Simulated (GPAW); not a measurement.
Two runs for the O K edge of atom 5 in CrClO (Pmmn). Run A: GPAW, LDA + U (Cr 3.7 eV), full core hole (charged cell), 12-atom cell with 5.0 Å between holes, 3×3×3 k points, dipole transitions, Gaussian full width 0.9 eV up to 4 eV, rising linearly to 3.5 eV at 25 eV. Run B differs in one choice.

Energy from the lowest empty level; intensity scaled to a mean of 1 over the first 20 eV:

```
E (eV)     A     B
 -2.00  0.00  0.00
 -1.25  0.00  0.00
 -0.50  0.16  0.11
  0.25  1.35  1.26
  1.00  1.19  1.56
  1.75  1.08  0.90
  2.50  1.56  1.50
  3.25  1.12  1.32
  4.00  0.25  0.27
  4.75  0.15  0.12
  5.50  0.47  0.33
  6.25  1.02  0.79
  7.00  1.34  1.18
  7.75  1.37  1.38
  8.50  1.50  1.41
  9.25  1.66  1.51
 10.00  1.50  1.59
 10.75  1.22  1.38
 11.50  1.06  1.08
 12.25  1.06  1.01
 13.00  1.06  1.04
 13.75  0.90  0.95
 14.50  0.72  0.80
 15.25  0.67  0.70
 16.00  0.71  0.70
 16.75  0.76  0.76
 17.50  0.80  0.82
 18.25  0.83  0.86
 19.00  0.83  0.86
 19.75  0.81  0.83
 20.50  0.76  0.78
 21.25  0.69  0.72
 22.00  0.61  0.65
 22.75  0.54  0.58
 23.50  0.52  0.54
 24.25  0.52  0.53
 25.00  0.54  0.54
 25.75  0.56  0.55
 26.50  0.57  0.55
 27.25  0.58  0.56
 28.00  0.59  0.57
 28.75  0.61  0.61
 29.50  0.65  0.66
 30.25  0.72  0.72
 31.00  0.81  0.78
 31.75  0.89  0.81
```

What was changed?
a) the size of the supercell
b) the broadening
c) the plane-wave cutoff
d) the volume of the cell

(a): run B changes the supercell atoms from 12 to 6, and the k mesh follows the cell. Against the first run the r.m.s. difference is 11 %. Another feature, at 0.7 eV (1.73), becomes the highest below 16 eV; the one at 9.3 eV (1.66) is now at 9.9 eV (1.59). Other settings could leave a like mark; this is the one that was changed.

[Banner, clock and machine lines of the logs are left out without a mark of their own.]

[Logs are printed without paths, hosts, clocks, repeated set-up lines and the standing remarks that a program may print on its own settings, such as how far it seeks lower states.]

[Hosts, paths, dates, database ids (printed as entryN), source tags and the programs' standing remarks are cut or masked in the printed files.]

[Lists of maxima count a maximum above −3 eV only where it reaches 4 % of the highest in the window and stands out from its surroundings by 2 % of it (1.5 % where it reaches 55 %); shoulders and weaker maxima are passed over, and of the rest the first, up to two pre-edge ones and the few strongest are named.]
